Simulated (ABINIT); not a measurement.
Computed results, one entry a study.

### PNO (Cc): G0W0 with ABINIT, start to end

It takes space group Cc (No. 9, monoclinic). Conventional cell: a = 6.556 Å, b = 6.572 Å, c = 4.620 Å, α = 90.00°, β = 130.96°, γ = 90.00°. Nearest to P lie 2 N at 1.55 Å and 2 O at 1.60 Å. N has 2 P at 1.55 Å nearest. Nearest to O lie 2 P at 1.60 Å. Farther neighbours, and contacts between anions beyond the nearest, are not listed.

```xyz
6
Lattice="3.2780 -3.2861 0.0000 3.2780 3.2861 0.0000 -3.0286 0.0000 3.4889" Properties=species:S:1:pos:R:3 pbc="T T T"
P     2.4276   -2.3663    0.0006
P     0.9133    2.3663    1.7450
N     2.9331   -1.1841    0.8709
N     1.4188    1.1841    2.6154
O     0.6253   -2.8994    2.6173
O     2.1396    2.8994    0.8729
```

* method: RPA screening on LDA, plane waves, norm-conserving pseudopotentials (and 2 further levels or steps)
* program: ABINIT 10.8.3
* settings: cutoff 36 Ha, PseudoDojo scalar-relativistic 0.4.1 standard, norm-conserving, ngkpt (2, 2, 4), nband 65, ecuteps 3.9 Ha, inclvkb 2, shiftk (0, 0, 0), symchi 1, awtr 1, frequency ppm, 2×2×4 k-mesh
* cost: 5 runs, 3 min in all on 4 MPI ranks of Arm Neoverse V1, shared host
* notes: The program’s warnings: nkpt*nsppol () is not a multiple of nproc spkpt (). The cell and positions are those that the Materials Project relaxed with its own functionals (PBE, PBE+U or r2SCAN), kept fixed. The 2×2×4 mesh is coarse for this cell, which bears on the long-range parts of exchange and screening.
* LDA gap: 5.02 eV, indirect
* G0W0 gap on the mesh: 7.19 eV
* GW settings: 2×2×4 mesh, 65 bands, screening to 106.1 eV, Godby-Needs plasmon pole
* known limits: short of the basis limit; coarse k mesh

G0W0 moves the gap on the mesh from 5.02 eV to 7.19 eV (+2.17 eV), with Z of 0.81 and 0.85 at the edges. Local fields lower the RPA ε∞ on this mesh from 3.52 to 3.25; a Γ-centred mesh this coarse tends to raise both, most where the direct gap is narrow, while a short band sum lowers them.

[Long decimals in the printed logs are rounded to 6 places.]

[Logs are printed without paths, hosts, clocks, repeated set-up lines and the standing remarks that a program may print on its own settings, such as how far it seeks lower states.]

[Paths, hosts, dates, memory and timing lines, banners, echoed tables and standing remarks are left out of the program output; an Ansatz launch command may be rebuilt from the run's recorded settings. Measured values are a selection of at most five: reports struck by readers or far from the other reports are left out. None is set beside runs whose start may be inverted or whose files or cutoffs have a known fault.]

[Runs of the session that timed out or met a known fault of the program may be left out.]

[Hosts, paths, dates, database ids (printed as entryN), source tags and the programs' standing remarks are cut or masked in the printed files.]

[G0W0 gaps are taken among the corrected bands and points alone; a level outside them can change the order at an edge.]

[Where Ansatz stands beside ABINIT at settings called matched, ABINIT's density can come from a denser mesh and the files from another edition; pairs whose starting gaps differed by over 0.03 eV were left out, so agreement reads better than it is.]
